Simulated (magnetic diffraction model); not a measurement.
# Cd2FeCoO5 below its ordering temperature

Space group Ima2 (no. 46), a = 15.2460 Å, b = 5.5820 Å, c = 5.2320 Å.

```csv
site,atom,x,y,z
8c,Cd,0.6110,0.0115,0.5021
4b,Co,3/4,0.9298,0.0322
4a,Fe,0,1/2,0.4983
8c,O,0.9930,0.7621,0.2583
8c,O,0.6413,0.0331,0.0116
4b,O,3/4,0.8653,0.3764
```

This is a made-up structure (elements placed in a structure type, unrelaxed), so the numbers test the method and describe no known phase.

Only Co and Fe are taken to order (form factors of Co3+ and Fe3+); orders and moment sizes are assumed, and not adapted to the symmetry. Radiation: neutrons of λ = 2.36 Å (absorption by Cd left out), 3° to 60°; isotropic B of 0.24 Å² (Cd), 0.23 Å² (Co), 0.29 Å² (Fe) and 0.34 Å² (O). Simulated constant-wavelength pattern: nuclear and magnetic terms add, the magnetic one as |2.695 fm × Σ f S⊥ exp(2πi Q·r) exp(−B s²)|², summed over all Q at one angle with the factor 1/(sin²θ cos θ). For collinear order S is the moment m, which repeats by lattice and centring translations R with the sign exp(−2πi k·R). Free-ion form factors, Sears's scattering lengths of 1992, no absorption; a label names one of the reflections at its angle. The strongest nuclear line in the range is 100, and lines under 0.2 are left out.

Above the ordering temperature:

| 2θ (°) | index | I |
| --- | --- | --- |
| 17.81 | (2 0 0) | 100.0 |
| 26.02 | (1 1 0) | 8.6 |
| 36.01 | (0 1 1) | 46.5 |
| 36.07 | (4 0 0) | 15.6 |
| 36.60 | (3 1 0) | 10.8 |
| 40.45 | (2 1 1) | 24.0 |
| 50.02 | (0 2 0) | 36.2 |
| 51.89 | (4 1 1) | 25.7 |
| 52.33 | (5 1 0) | 20.1 |
| 53.52 | (2 2 0) | 1.9 |
| 53.62 | (0 0 2) | 42.4 |
| 55.34 | (6 0 0) | 16.6 |
| 56.97 | (2 0 2) | 5.6 |
| 58.08 | (1 2 1) | 13.1 |

Below it (cell unchanged):

```csv
2θ (°),I
17.78,5.8
17.81,100.0
19.91,2.1
25.27,188.0
26.02,8.6
32.39,1.0
36.01,46.5
36.07,15.6
36.60,10.8
39.33,0.4
40.40,0.8
40.45,24.0
40.49,3.0
41.52,2.2
42.54,0.6
43.48,15.8
45.51,55.9
48.27,1.4
49.25,0.4
50.02,36.2
50.14,0.4
51.89,25.7
52.33,20.1
53.52,1.9
53.62,42.4
54.42,1.4
55.25,0.9
55.34,16.6
56.08,1.3
56.15,2.0
56.97,5.6
58.08,13.1
58.53,15.3
58.61,30.2
```

**Question.** Check that the new lines index with k = (0 1/2 1/2), then choose among these models:
A. collinear moments along [110], 3.07 μB on Co and 4.48 μB on Fe; signs + at (3/4, 0.9298, 0.0322), − at (3/4, 0.5702, 0.5322), + at (0, 1/2, 0.4983), + at (0, 0, 0.9983)
B. collinear moments along [010], 3.07 μB on Co and 4.48 μB on Fe; signs + at (3/4, 0.9298, 0.0322), − at (3/4, 0.5702, 0.5322), + at (0, 1/2, 0.4983), + at (0, 0, 0.9983)
C. collinear moments along [010], 3.07 μB on Co and 4.48 μB on Fe; signs + at (3/4, 0.9298, 0.0322), + at (3/4, 0.5702, 0.5322), − at (0, 1/2, 0.4983), − at (0, 0, 0.9983)
D. collinear moments along [110], 3.07 μB on Co and 4.48 μB on Fe; signs + at (3/4, 0.9298, 0.0322), + at (3/4, 0.5702, 0.5322), − at (0, 1/2, 0.4983), − at (0, 0, 0.9983)

The new lines index as (0 1/2 1/2) at 17.78°, (1 1/2 -1/2) at 19.91°, (2 1/2 1/2) at 25.27° and (3 1/2 -1/2) at 32.39°, that is as H ± k with k = (0 1/2 1/2), one of 2 inequivalent arms of its star (k and −k counted as one), which a powder can't tell apart. Half indices mean that the moments reverse under translations with k·R a half-integer, and the magnetic cell has twice the primitive volume.

Magnetic intensity, observed (below minus above) and for each model:

| 2θ (°) | index | observed | A | B | C | D |
| --- | --- | --- | --- | --- | --- | --- |
| 17.78 | (0 1/2 1/2) | 5.8 | 93.2 | 52.5 | 5.8 | 10.2 |
| 19.91 | (1 1/2 -1/2) | 2.1 | 51.7 | 41.5 | 2.1 | 2.6 |
| 25.27 | (2 1/2 1/2) | 188.0 | 46.2 | 66.7 | 188.0 | 130.2 |
| 32.39 | (3 1/2 -1/2) | 1.0 | 8.5 | 19.6 | 1.0 | 0.4 |
| 40.49 | (4 1/2 1/2) | 3.0 | 8.8 | 28.1 | 3.0 | 0.9 |
| 43.48 | (2 3/2 -1/2) | 15.8 | 23.8 | 8.4 | 15.8 | 44.8 |
| 45.51 | (2 1/2 -3/2) | 55.9 | 20.9 | 22.7 | 55.9 | 51.4 |
| 58.61 | (6 1/2 1/2) | 30.2 | 2.2 | 10.5 | 30.2 | 6.3 |

Model C matches.

The structure used: k = (0 1/2 1/2), collinear moments along [010], 3.07 μB on Co and 4.48 μB on Fe; signs + at (3/4, 0.9298, 0.0322), + at (3/4, 0.5702, 0.5322), − at (0, 1/2, 0.4983), − at (0, 0, 0.9983).

[Logs are printed without paths, hosts, clocks, repeated set-up lines and the standing remarks that a program may print on its own settings, such as how far it seeks lower states.]
